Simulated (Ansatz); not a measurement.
**Simulated XPS, UPS and emission spectra of Sc5Pd4Si6**

Aim: the valence spectrum of Sc5Pd4Si6 from He I to hard X-rays, and which orbitals make each feature. Spin–orbit coupling is left out of the bands throughout.

Method: DFT, PBE, plane-wave PAW, default files, scalar-relativistic, in the first sound run; inputs show where later runs differ, in Ansatz 0.2.0.

### 1. The structure

Symmetry: Immm, No. 71, orthorhombic system. Conventional cell: a = 3.977 Å, b = 9.460 Å, c = 13.159 Å, α = 90.00°, β = 90.00°, γ = 90.00°. Nearest to Pd lie 4 Si at 2.43 to 2.65 Å and 6 Sc at 2.88 to 3.36 Å and 2 Pd at 2.94 Å. Sc has 6 Si at 2.73 to 2.82 Å and 4 Pd at 3.03 Å nearest. Sc has 6 Si at 2.70 to 2.84 Å and 2 Pd at 2.88 Å nearest. Nearest to Sc lie 8 Si at 3.01 Å and 4 Pd at 3.36 Å. Nearest to Si lie 1 Si at 2.34 Å and 2 Pd at 2.44 Å and 6 Sc at 2.70 to 2.82 Å. Si has 1 Si at 2.34 Å and 3 Pd at 2.43 to 2.65 Å and 5 Sc at 2.73 to 3.01 Å nearest. Farther neighbours are not listed.

### 2. The base run

The base run gives the projected DOS, from which the spectra are built. The DOS is taken on a denser mesh than the density.

Input file input.yaml:

```yaml
crystal:
  lattice:
    - [-1.98835, 4.7299, 6.5795]
    - [1.98835, -4.7299, 6.5795]
    - [1.98835, 4.7299, -6.5795]
  atoms:
    - { symbol: Pd, position: [0.098843, 0.831561, 0.267282] }
    - { symbol: Pd, position: [0.564279, 0.831561, 0.732718] }
    - { symbol: Pd, position: [0.901157, 0.168439, 0.732718] }
    - { symbol: Pd, position: [0.435721, 0.168439, 0.267282] }
    - { symbol: Sc, position: [0.3281, 0.5, 0.8281] }
    - { symbol: Sc, position: [0.6719, 0.5, 0.1719] }
    - { symbol: Sc, position: [0.72752, 0.72752, 0.0] }
    - { symbol: Sc, position: [0.27248, 0.27248, 0.0] }
    - { symbol: Sc, position: [0.0, 0.0, 0.0] }
    - { symbol: Si, position: [0.58886, 0.08886, 0.5] }
    - { symbol: Si, position: [0.41114, 0.91114, 0.5] }
    - { symbol: Si, position: [0.02269, 0.64636, 0.37633] }
    - { symbol: Si, position: [0.27003, 0.64636, 0.62367] }
    - { symbol: Si, position: [0.97731, 0.35364, 0.62367] }
    - { symbol: Si, position: [0.72997, 0.35364, 0.37633] }
kpoints:
  mp_grid: { grid: [8, 8, 8] }
  band_path:
    path:
      - [[0.0, 0.0, 0.0], [0.5, 0.5, -0.5], [0.272832, 0.727168, -0.272832]]
      - [[-0.272832, 0.272832, 0.272832], [0.0, 0.0, 0.0], [0.379199, -0.379199, 0.379199]]
      - [[0.620801, 0.379199, -0.379199], [0.5, 0.5, -0.5]]
      - [[0.0, 0.0, 0.0], [0.0, 0.5, 0.0], [0.25, 0.25, 0.25], [0.5, 0.0, 0.0], [0.0, 0.0, 0.0]]
    npoints: 6
scf:
  occupations: { method: fermi_dirac, width: 0.05 }
  n_extra_bands: 34
hamiltonian:
  xc: pbe
  pseudopotentials: { kind: paw }
output:
  forces: true
  stress: true
  dos:
    projected: true
    de: 0.05
    e_range: [-30, 12]
    nscf_kmesh: { grid: [14, 14, 14] }
  fatbands: true
  write_density: true
  write_potential: true
  elf: true
  volumetric_format: npy
```

The run is started by

```
$ ansatz run input.yaml --threads 4 --pin off --max-ram 8192MiB --backend cpu --events-out ev --progress --plain --runs-dir out
```

Numbers of over 12 decimals in the logs are rounded to 6 here.

Output:

```text
basis.fft_grid_basis auto: the FFT boxes are laid along the combinations [[1, 0, 0], [0, 1, 0], [0, 1, 1]] of the cell's own vectors, 8.344, 8.344 and 3.977 Å long. The dense box has 60×60×27 points. Along the cell's own vectors, as sized, it would have 60×60×60, 2.22 times as many. Of the 8 symmetry operations that the crystal satisfies within crystal.symmetry.tolerance (time reversal apart; of a slab, those that ke [...]
scf.n_extra_bands = 34 over 76 filled bands (N_el = 151.0): the run solves 110 bands
Engine: ansatz 0.2.0, x86_64-unknown-linux-gnu
Pseudopotentials: kind: paw
Pseudopotential: Pd, paw, valence charge 18, recommended cutoff 420 eV (normal), Pd.paw.azcp
Pseudopotential: Sc, paw, valence charge 11, recommended cutoff 420 eV (normal), Sc.paw.azcp
Pseudopotential: Si, paw, valence charge 4, recommended cutoff 420 eV (normal), Si.paw.azcp
Functional definition: PBE
  parameter kappa = 0.804
  parameter beta = 0.066725
  exchange = pbe_x(kappa = kappa, mu = beta*pi^2/3)
  correlation = pbe_c(beta = beta)
Crystal: 15 atoms, lattice volume = 247.513 Å³
Basis set: ecut = 420 eV, 4821 PW (Γ), FFT grids on a1, a2, a2+a3, exchange–correlation on 120×120×54 points (8 copies of the dense FFT grid, shifted against one another)
Bands: 110, of which v1, the nominal top of the filled ones, is band 76 counted from 1 (75 counted from 0)
Symmetry: 8 space group operations
Space group: Immm (ITA 71), of the structure as read, at distance tolerance 6.3e-5 Å
k-points: 95 of 512
Non-local potential: Pd, projectors of the file, l = 0: 2, l = 1: 2, l = 2: 2, l = 3: 1
Non-local potential: Sc, projectors of the file, l = 0: 3, l = 1: 2, l = 2: 3, l = 3: 1
Non-local potential: Si, projectors of the file, l = 0: 2, l = 1: 2, l = 2: 2
PAW form: soft (Blöchl's): semilocal exchange-correlation on the pseudo side does not see the compensation charge
PAW one-centre angular grid: Pd, 590 points (default); XC on 64 Gauss nodes
PAW one-centre angular grid: Sc, 590 points (default); XC on 64 Gauss nodes
PAW one-centre angular grid: Si, 110 points (default); XC on 64 Gauss nodes
Initial density: superposition of atomic densities (neutral atoms: chi_scale 0, normalization atom), corrected by the library's trained network
Initial wavefunctions: pseudopotential atomic-orbital guess
Functional: x = pbe(κ = 0.804, μ = 0.219515), c = pbe(β = 0.066725)
SCF iter   1: F=—  HF=-42399.699438 eV  |F-HF|=—  |Δ(HF+E_count)|=         —  Δρ=2.51e-3  dr2=1.18e-2  ethr=1.77e-3  ⟨swp⟩=5.1  Hψ=38472  notcnv=0  defer=972
preconditioner: auto → Kerker (q_TF=auto, 2.513 Å⁻¹)  [metal: Δε(μ)=0.004 eV  Ē_g=7.382 eV  σ=0.050 eV  W_gap=0.02  n_scr=70 (ndim 8)  ℏωp=21.0 eV  f_vac=0.000  D(μ)=4.59/eV (n_scr^D=24)]
SCF iter   2: F=—  HF=-42399.700082 eV  |F-HF|=—  |Δ(HF+E_count)|=   6.45e-4  Δρ=1.39e-3  dr2=4.27e-3  ethr=7.84e-6  ⟨swp⟩=1.4  Hψ=12186  notcnv=0  defer=1676
SCF iter   3: F=—  HF=-42399.699981 eV  |F-HF|=—  |Δ(HF+E_count)|=   1.01e-4  Δρ=2.10e-4  dr2=1.49e-4  ethr=2.83e-6  ⟨swp⟩=2.0  Hψ=12352  notcnv=0  defer=1676
SCF iter   4: F=—  HF=-42399.699965 eV  |F-HF|=—  |Δ(HF+E_count)|=   1.65e-5  Δρ=5.48e-5  dr2=1.75e-5  ethr=9.84e-8  ⟨swp⟩=2.0  Hψ=11999  notcnv=0  defer=1676
SCF iter   5: F=—  HF=-42399.699907 eV  |F-HF|=—  |Δ(HF+E_count)|=   5.73e-5  Δρ=1.57e-5  dr2=1.80e-6  ethr=1.16e-8  ⟨swp⟩=2.0  Hψ=9863  notcnv=0  defer=1676
SCF iter   6: F=—  HF=-42399.699907 eV  |F-HF|=—  |Δ(HF+E_count)|=   2.01e-7  Δρ=5.55e-6  dr2=1.36e-7  ethr=1.19e-9  ⟨swp⟩=2.0  Hψ=12597  notcnv=0  defer=1676
SCF iter   7: F=-42399.699907 eV  HF=-42399.699907 eV  |F-HF|=7.71e-9  |Δ(HF+E_count)|=   2.25e-8  Δρ=2.06e-6  dr2=1.13e-8  ethr=6.62e-11  ⟨swp⟩=12.4  Hψ=63526  notcnv=0
SCF 1 converged in 7 iterations: F = -42399.699907 eV  dr2 = 1.13e-8
  greatest PAW one-centre occupation: 0.999 electrons in one spin orbital (limit 2), on the Pd atom at site 3 (counted from 0), in its partial waves of l = 0
NSCF: frozen V_eff on 58 k-points
NSCF: frozen V_eff on 428 k-points
SCF converged after 7 iterations
Free energy (F): -42399.699907 eV
Harris-Foulkes:  -42399.699907 eV  (|F-HF|=7.71e-9)
Internal energy: -42399.662732 eV  (E = F + TS)
E sigma→0 (E₀):  -42399.681319 eV
Entropy (-TS):   -0.037175 eV (-2.478 meV/atom)
Fermi energy:    13.254021 eV
--- Per-component energies (eV) ---
  E_band       = -1556.081992
  E_kinetic    = 3622.567965
  E_local      = -15168.436900  (includes V_loc(G=0)·N_el)
  E_nonlocal   = 1423.332716
  E_hartree    = 6134.827642
  E_xc         = -1544.747874
  E_vxc        = -1796.206873  (∫ρ·V_xc dr)
  E_paw        = -22850.624918  (= ΣΔE_a)
  E_vpaw       = -1906.990864  (= ΣTr[D̂ρ^β])
  E_aug_tail   = 0.000845  (compensation charges beyond the density's cutoff)
  E_ewald      = -14016.582208
  E_smearing   = -0.037175  (= −TS)
  E_closure    = 0.000000  (closes the sum)
  Σ components = -42399.699907   (vs F -42399.699907, Δ=0.00e0)
--- Forces (eV/Å), atoms counted from 1 ---
  atom   1  Pd     0.00000000     0.00378964     0.00345945
  atom   2  Pd     0.00000000    -0.00378964     0.00345945
  atom   3  Pd     0.00000000    -0.00378964    -0.00345945
  atom   4  Pd     0.00000000     0.00378964    -0.00345945
  atom   5  Sc     0.00000000     0.09691746     0.00000000
  atom   6  Sc     0.00000000    -0.09691746    -0.00000000
  atom   7  Sc     0.00000000     0.00000000     0.00535589
  atom   8  Sc     0.00000000    -0.00000000    -0.00535589
  atom   9  Sc     0.00000000     0.00000000     0.00000000
  atom  10  Si     0.00000000     0.00000000    -0.04917214
  atom  11  Si     0.00000000     0.00000000     0.04917214
  atom  12  Si     0.00000000     0.00416952    -0.02832633
  atom  13  Si     0.00000000    -0.00416952    -0.02832633
  atom  14  Si     0.00000000    -0.00416952     0.02832633
  atom  15  Si     0.00000000     0.00416952     0.02832633
  max |Σ_I F_I| component: 9.54e-18 eV/Å
--- Stress (GPa, compression-positive) ---
        2.212221      -0.000000      -0.000000
       -0.000000       2.760165       0.000000
       -0.000000       0.000000       2.004816
  P = ⅓ Tr σ = 2.3257 GPa (23.257 kbar)
--- Band table (eV; the first three rows and the last of 95) ---
  k-point 0: bands = [... 72 lower, 13.1533, 13.1876, 13.2250, 13.2867, 13.2930, 13.7373, 14.2187, 14.3260, ... 30 higher]
  k-point 1: bands = [... 72 lower, 12.7083, 12.8302, 13.3443, 13.5106, 13.6520, 13.9047, 14.0187, 14.4740, ... 30 higher]
  k-point 2: bands = [... 72 lower, 12.4619, 12.7141, 12.9794, 13.4209, 13.5412, 13.7685, 14.1318, 14.3518, ... 30 higher]
  k-point 94: bands = [... 72 lower, 12.7888, 12.8575, 13.1030, 13.2709, 13.9066, 13.9108, 14.1758, 14.2031, ... 30 higher]
```

Wall time 2.2 min (4 threads of INTEL XEON PLATINUM 8581C at 2.10GHz (Emerald Rapids), shared host); peak memory 5.5 GiB; 8.6 min of CPU time.

The column dr2 measures how far the density is from self-consistency, as an energy; F and HF (Harris–Foulkes) agree once it is small.

Numbers from this step:

```yaml
free_energy: -42399.6999 eV
energy_at_zero_smearing: -42399.6813 eV
smearing_term_ts: 0.03718 eV
fermi_energy: 13.25 eV
symmetry_operations: 8
pressure: 2.326 GPa
zero_of_energy: Fermi level
share_of_occupied_states_in_no_projected_shell: 0.0126 of the occupied states in the window
dos_at_the_fermi_level: 4.836 states/eV/cell
```

The electronic bands at the labelled points (eV, zero at the Fermi level; # counts the bands kept):

| point | #36 | #37 | #38 | #39 | #40 | #41 | #42 | #43 |
| --- | --- | --- | --- | --- | --- | --- | --- | --- |
| Γ | -0.29 | -0.10 | -0.06 | -0.03 | 0.04 | 0.04 | 0.49 | 0.97 |
| halfway | -0.50 | -0.35 | -0.34 | -0.15 | 0.01 | 0.31 | 0.58 | 1.12 |
| X | -1.04 | -0.46 | -0.39 | -0.15 | 0.02 | 0.66 | 0.66 | 0.93 |
| halfway | -0.98 | -0.83 | -0.63 | -0.58 | -0.18 | 0.60 | 0.86 | 0.91 |
| F2 | -1.52 | -1.47 | -1.15 | -0.90 | -0.65 | 0.52 | 0.93 | 0.97 |
| jump to Σ0 | -1.52 | -1.47 | -1.15 | -0.90 | -0.65 | 0.52 | 0.93 | 0.97 |
| halfway | -1.05 | -0.85 | -0.76 | -0.22 | -0.04 | 0.16 | 0.43 | 0.84 |
| Γ | -0.29 | -0.10 | -0.06 | -0.03 | 0.04 | 0.04 | 0.49 | 0.97 |
| halfway | -0.45 | -0.40 | -0.38 | -0.06 | 0.17 | 0.33 | 0.57 | 0.79 |
| Y0 | -0.88 | -0.56 | -0.51 | -0.06 | 0.01 | 0.65 | 0.77 | 0.80 |
| jump to U0 | -0.88 | -0.56 | -0.51 | -0.06 | 0.01 | 0.65 | 0.77 | 0.80 |
| halfway | -1.02 | -0.48 | -0.45 | -0.12 | 0.02 | 0.66 | 0.74 | 0.89 |
| X | -1.04 | -0.46 | -0.39 | -0.15 | 0.02 | 0.66 | 0.66 | 0.93 |
| jump to Γ | -0.29 | -0.10 | -0.06 | -0.03 | 0.04 | 0.04 | 0.49 | 0.97 |
| halfway | -1.06 | -0.80 | -0.78 | -0.11 | -0.07 | 0.27 | 0.57 | 0.88 |
| R | -1.42 | -1.37 | -1.30 | -0.67 | -0.58 | 0.50 | 0.58 | 1.10 |
| halfway | -1.60 | -1.42 | -1.38 | -0.85 | -0.65 | 0.48 | 0.67 | 1.18 |
| W | -1.53 | -1.50 | -1.42 | -1.00 | -0.72 | 0.46 | 0.75 | 1.34 |
| halfway | -1.00 | -0.82 | -0.50 | -0.44 | -0.03 | 0.36 | 0.79 | 0.98 |
| S | -0.46 | -0.43 | -0.30 | -0.21 | -0.07 | 0.38 | 0.71 | 0.80 |
| halfway | -0.50 | -0.32 | -0.27 | -0.08 | 0.14 | 0.21 | 0.63 | 0.86 |
| Γ | -0.29 | -0.10 | -0.06 | -0.03 | 0.04 | 0.04 | 0.49 | 0.97 |

Of the projections kept (Pd d, Sc s, Sc d, Si s, Si p, not projected), the largest for each band there; the rest of the weight can lie on other orbitals:

| point | #36 | #37 | #38 | #39 | #40 | #41 | #42 | #43 |
| --- | --- | --- | --- | --- | --- | --- | --- | --- |
| Γ | Sc d 0.51 | Sc d 0.57 | Sc d 0.41 | Sc d 0.80 | Sc d 0.77 | Si p 0.40 | Sc d 0.57 | Sc d 0.59 |
| X | Sc d 0.44 | Si p 0.52 | Sc d 0.60 | Sc d 0.73 | Sc d 0.74 | Sc d 0.79 | Sc d 0.57 | Sc d 0.79 |
| F2 | Sc d 0.45 | Sc d 0.45 | Si p 0.50 | Si p 0.43 | Si p 0.46 | Sc d 0.70 | Sc d 0.57 | Sc d 0.49 |
| Σ0 | Sc d 0.45 | Sc d 0.45 | Si p 0.50 | Si p 0.43 | Si p 0.46 | Sc d 0.70 | Sc d 0.57 | Sc d 0.49 |
| Γ | Sc d 0.51 | Sc d 0.57 | Sc d 0.41 | Sc d 0.80 | Sc d 0.77 | Si p 0.40 | Sc d 0.57 | Sc d 0.59 |
| Y0 | Sc d 0.37 | Sc d 0.52 | Si p 0.53 | Sc d 0.68 | Sc d 0.73 | Sc d 0.79 | Sc d 0.79 | Sc d 0.74 |

The DOS has structure finer than the step of the table below, so its rows give means over 2 eV, whole bins alone (the curve runs from -30.0 to 5.72 eV). Peaks (eV: height): total -28.4: 20, -27.9: 140, -4.1: 25.8, 3.3: 19.9; Pd 4d -4.7: 15.6, -4.1: 20.1, -3.6: 15.5, -2.9: 12.9; Si 3p -5.0: 5.12, -4.7: 5.45, -1.6: 4.43, 4.3: 4.34; Sc 3d 1.6: 12.7, 1.9: 11.8, 2.2: 14.4, 3.3: 14.0; Si 3s -9.4: 6.40, -7.2: 4.11, 4.0: 1.46.

* holds the states left over by the projection beside any projected weight of its own, shared among the starred shells. The DOS by E, zero at the Fermi level; means over each step; 7 of 10 lines; values in states/eV/cell:

| E (eV) | total | Pd 4d | Si 3p | Sc 3d | Si 3s | Sc 4s | Sc 4p* |
| --- | --- | --- | --- | --- | --- | --- | --- |
| -28 | 15.0 | 0.0149 | 0.119 | 0.00926 | 0.0220 | 0.0117 | 0 |
| -26 | 0 | 0 | 0 | 0 | 0 | 0 | 0 |
| -24 | 0 | 0 | 0 | 0 | 0 | 0 | 0 |
| -22 | 0 | 0 | 0 | 0 | 0 | 0 | 0 |
| -20 | 0 | 0 | 0 | 0 | 0 | 0 | 0 |
| -18 | 0 | 0 | 0 | 0 | 0 | 0 | 0 |
| -16 | 0 | 0 | 0 | 0 | 0 | 0 | 0 |
| -14 | 0 | 0 | 0 | 0 | 0 | 0 | 0 |
| -12 | 0 | 0 | 0 | 0 | 0 | 0 | 0 |
| -10 | 3.00 | 0.170 | 0.258 | 0.160 | 1.91 | 0.436 | 0.0355 |
| -8 | 2.94 | 0.529 | 0.546 | 0.271 | 1.40 | 0.112 | 0.0323 |
| -6 | 3.43 | 1.57 | 1.29 | 0.202 | 0.0596 | 0.242 | 0.0272 |
| -4 | 16.7 | 12.1 | 3.05 | 0.790 | 0.220 | 0.280 | 0.126 |
| -2 | 10.0 | 3.56 | 3.39 | 2.06 | 0.373 | 0.224 | 0.223 |
| 0 | 6.55 | 0.877 | 1.63 | 3.49 | 0.0926 | 0.0789 | 0.210 |
| 2 | 12.3 | 0.600 | 0.997 | 9.49 | 0.252 | 0.232 | 0.380 |
| 4 | 11.9 | 0.306 | 2.46 | 6.31 | 0.935 | 0.720 | 0.646 |

This run's widths, added to any smearing of the DOS itself: Gaussian 0.15 eV, Lorentzian 0.2 eV plus 0.05 an eV of depth. Table of intensity by binding energy, zero at the Fermi level; values in % of the maximum within 13 eV:

| binding energy (eV) | 21.2 eV | 40.8 eV | 1486.7 eV | 9251.7 eV |
| --- | --- | --- | --- | --- |
| -1 | 1.55 | 1.30 | 1.08 | 1.17 |
| 0 | 14.2 | 9.82 | 4.71 | 4.81 |
| 1 | 36.5 | 27.1 | 16.4 | 17.2 |
| 2 | 35.5 | 30.4 | 25.0 | 26.7 |
| 3 | 71.6 | 70.2 | 69.0 | 70.8 |
| 4 | 97.6 | 97.5 | 97.5 | 97.6 |
| 5 | 57.5 | 56.7 | 56.4 | 58.1 |
| 6 | 9.22 | 8.94 | 9.10 | 10.5 |
| 7 | 9.58 | 8.79 | 10.3 | 18.7 |
| 8 | 5.28 | 4.87 | 6.56 | 13.8 |
| 9 | 3.76 | 3.38 | 5.49 | 14.1 |
| 10 | 2.69 | 2.53 | 5.38 | 15.9 |
| 11 | 0.798 | 0.758 | 1.44 | 3.54 |
| 12 | - | 0.428 | 0.764 | 1.45 |
| 13 | - | 0.302 | 0.590 | 0.974 |
| 14 | - | 0.231 | 0.523 | 0.799 |
| 15 | - | 0.184 | 0.503 | 0.733 |
| 16 | - | 0.151 | 0.514 | 0.726 |
| 17 | - | 0.127 | 0.550 | 0.763 |
| 18 | - | 0.108 | 0.613 | 0.842 |
| 19 | - | 0.0930 | 0.712 | 0.970 |
| 20 | - | 0.0811 | 0.859 | 1.16 |
| 21 | - | 0.0714 | 1.08 | 1.46 |
| 22 | - | 0.0634 | 1.43 | 1.93 |
| 23 | - | 0.0567 | 2.00 | 2.70 |
| 24 | - | 0.0510 | 3.04 | 4.10 |
| 25 | - | 0.0461 | 5.20 | 7.01 |
| 26 | - | 0.0419 | 10.8 | 14.5 |
| 27 | - | - | 30.4 | 41.0 |
| 28 | - | - | 73.1 | 98.6 |
| 29 | - | - | 34.0 | 45.8 |

Maxima picked by a test of local sharpness, so broad peaks and shoulders can be missing; peaks within 0.45 eV of a curve's cut are left out. Valence peaks, by row:

| photon energy (eV) | binding energy (eV) | height (% of the maximum within 13 eV) | main shell | its share (%) |
| --- | --- | --- | --- | --- |
| 21.2 | 9.35 | 5.292 | Pd 4d | 46.86 |
| 21.2 | 7.25 | 11.99 | Pd 4d | 63.48 |
| 21.2 | 4.1 | 100 | Pd 4d | 92.67 |
| 21.2 | 1.3 | 40.46 | Sc 3d | 56.77 |
| 21.2 | 0.6 | 34.98 | Sc 3d | 66.4 |
| 40.8 | 9.4 | 4.785 | Pd 4d | 53.22 |
| 40.8 | 7.25 | 10.91 | Pd 4d | 71.84 |
| 40.8 | 4.1 | 100 | Pd 4d | 95.38 |
| 40.8 | 1.4 | 31.1 | Pd 4d | 55.53 |
| 1487 | 28 | 73.37 | Sc 3p | 99.72 |
| 1487 | 9.45 | 8.791 | Si 3s | 62.43 |
| 1487 | 7.25 | 13.18 | Pd 4d | 60.83 |
| 1487 | 4.1 | 100 | Pd 4d | 97.62 |
| 9252 | 28 | 98.93 | Sc 3p | 99.66 |
| 9252 | 9.45 | 24.72 | Si 3s | 80.42 |
| 9252 | 7.3 | 25.51 | Si 3s | 63.57 |
| 9252 | 4.1 | 100 | Pd 4d | 95.32 |

The intensity has structure finer than the step of the table below, so its rows give means over 1 eV, whole bins alone (the curve runs from -30.0 to 1.43 eV). Peaks (eV: height): Pd L-beta2 -3.9: 100.0; Sc L-alpha -1.0: 100.0; Si K-beta -4.8: 91.8, -1.6: 99.9; Si K-beta, E along x -1.6: 118; Si K-beta, E along y -4.8: 95.1, -1.4: 80.5.

Shapes are the site's partial DOS without matrix elements, which overweights lines from ligand s bands. Intensity against emission energy less the core level's binding energy, zero at the Fermi level; means over each step; values in % of the unpolarised maximum:

| emission energy less the core level's binding energy (eV) | Pd L-beta2 | Sc L-alpha | Si K-beta | Si K-beta, E along x | Si K-beta, E along y | Si K-beta, E along z | Si L2,3 |
| --- | --- | --- | --- | --- | --- | --- | --- |
| -29 | 0.414 | 0.145 | 1.36 | 1.60 | 1.09 | 1.39 | 0.404 |
| -28 | 0.463 | 0.231 | 2.13 | 2.48 | 1.72 | 2.19 | 0.720 |
| -27 | 0.484 | 0.143 | 1.34 | 1.54 | 1.09 | 1.39 | 0.406 |
| -26 | 0.500 | 0.0737 | 0.611 | 0.687 | 0.519 | 0.627 | 0.183 |
| -25 | 0.529 | 0.0560 | 0.369 | 0.403 | 0.333 | 0.372 | 0.132 |
| -24 | 0.573 | 0.0524 | 0.286 | 0.302 | 0.273 | 0.284 | 0.122 |
| -23 | 0.629 | 0.0536 | 0.257 | 0.264 | 0.256 | 0.252 | 0.127 |
| -22 | 0.698 | 0.0573 | 0.253 | 0.253 | 0.259 | 0.245 | 0.139 |
| -21 | 0.781 | 0.0629 | 0.262 | 0.257 | 0.276 | 0.253 | 0.157 |
| -20 | 0.881 | 0.0703 | 0.282 | 0.271 | 0.303 | 0.271 | 0.184 |
| -19 | 1.00 | 0.0800 | 0.312 | 0.295 | 0.340 | 0.299 | 0.220 |
| -18 | 1.15 | 0.0925 | 0.353 | 0.329 | 0.392 | 0.339 | 0.270 |
| -17 | 1.34 | 0.109 | 0.409 | 0.374 | 0.460 | 0.392 | 0.341 |
| -16 | 1.58 | 0.131 | 0.485 | 0.433 | 0.554 | 0.466 | 0.448 |
| -15 | 1.90 | 0.162 | 0.591 | 0.513 | 0.688 | 0.570 | 0.619 |
| -14 | 2.33 | 0.209 | 0.746 | 0.625 | 0.889 | 0.725 | 0.918 |
| -13 | 2.93 | 0.288 | 0.998 | 0.788 | 1.23 | 0.980 | 1.53 |
| -12 | 3.82 | 0.452 | 1.50 | 1.06 | 1.92 | 1.50 | 3.31 |
| -11 | 5.27 | 1.06 | 3.04 | 1.74 | 4.19 | 3.18 | 15.1 |
| -10 | 7.58 | 4.26 | 7.65 | 3.39 | 10.9 | 8.65 | 70.2 |
| -9 | 11.0 | 6.05 | 10.3 | 4.17 | 15.7 | 11.0 | 68.2 |
| -8 | 16.6 | 7.78 | 16.3 | 6.25 | 28.5 | 14.3 | 55.8 |
| -7 | 26.2 | 10.1 | 19.8 | 11.1 | 28.5 | 19.9 | 57.6 |
| -6 | 45.8 | 8.08 | 37.4 | 36.8 | 42.6 | 32.8 | 9.20 |
| -5 | 77.9 | 20.9 | 84.8 | 88.2 | 88.9 | 77.2 | 7.08 |
| -4 | 98.1 | 27.0 | 83.3 | 89.8 | 86.3 | 73.9 | 10.5 |
| -3 | 85.5 | 35.3 | 77.8 | 94.5 | 68.3 | 70.5 | 16.6 |
| -2 | 57.5 | 64.9 | 93.1 | 112 | 73.6 | 93.9 | 15.6 |
| -1 | 35.6 | 96.3 | 86.9 | 101 | 72.3 | 86.4 | 10.3 |
| 0 | 20.9 | 49.7 | 35.5 | 42.2 | 28.6 | 34.4 | 2.65 |

Broadened DOS, unweighted empty DOS against E, zero at the Fermi level; read off at these points:

| E (eV) | broadened DOS, unweighted empty DOS (states/eV/cell) |
| --- | --- |
| -0.93 | 5.8e-5 |
| -0.72 | 0.00219 |
| -0.62 | 0.0101 |
| -0.42 | 0.119 |
| -0.33 | 0.308 |
| -0.12 | 1.23 |
| -0.03 | 1.98 |
| 0.07 | 2.86 |
| 0.17 | 3.82 |
| 0.38 | 5.80 |
| 0.57 | 7.05 |
| 0.68 | 7.23 |
| 0.88 | 7.18 |
| 0.97 | 7.18 |
| 1.18 | 7.76 |
| 1.38 | 9.83 |
| 1.48 | 11.2 |
| 1.68 | 13.3 |
| 1.88 | 14.0 |
| 1.98 | 14.2 |
| 2.17 | 14.5 |
| 2.27 | 14.4 |
| 2.48 | 13.7 |
| 2.67 | 12.8 |
| 2.77 | 12.5 |
| 2.98 | 12.9 |
| 3.17 | 14.2 |
| 3.27 | 14.8 |
| 3.38 | 14.8 |
| 3.48 | 14.2 |
| 3.58 | 13.1 |
| 3.77 | 11.0 |
| 3.98 | 10.6 |
| 4.08 | 11.0 |
| 4.28 | 11.6 |
| 4.47 | 11.2 |
| 4.58 | 10.8 |
| 4.78 | 9.94 |
| 4.88 | 9.57 |
| 5.08 | 8.86 |

(Continued in part 2 of 3.)

[Logs are printed without paths, hosts, clocks, repeated set-up lines and the standing remarks that a program may print on its own settings, such as how far it seeks lower states.]

[Hosts, paths, dates, database ids (printed as entryN), source tags and the programs' standing remarks are cut or masked in the printed files.]

[Maps of the electrostatic potential energy from Ansatz leave out the sawtooth potential of an applied field or a dipole correction, so their vacuum need not be flat; work functions include it.]

[Peak lists hold at most the 14 tallest peaks of each spectrum; further lines can be left out.]
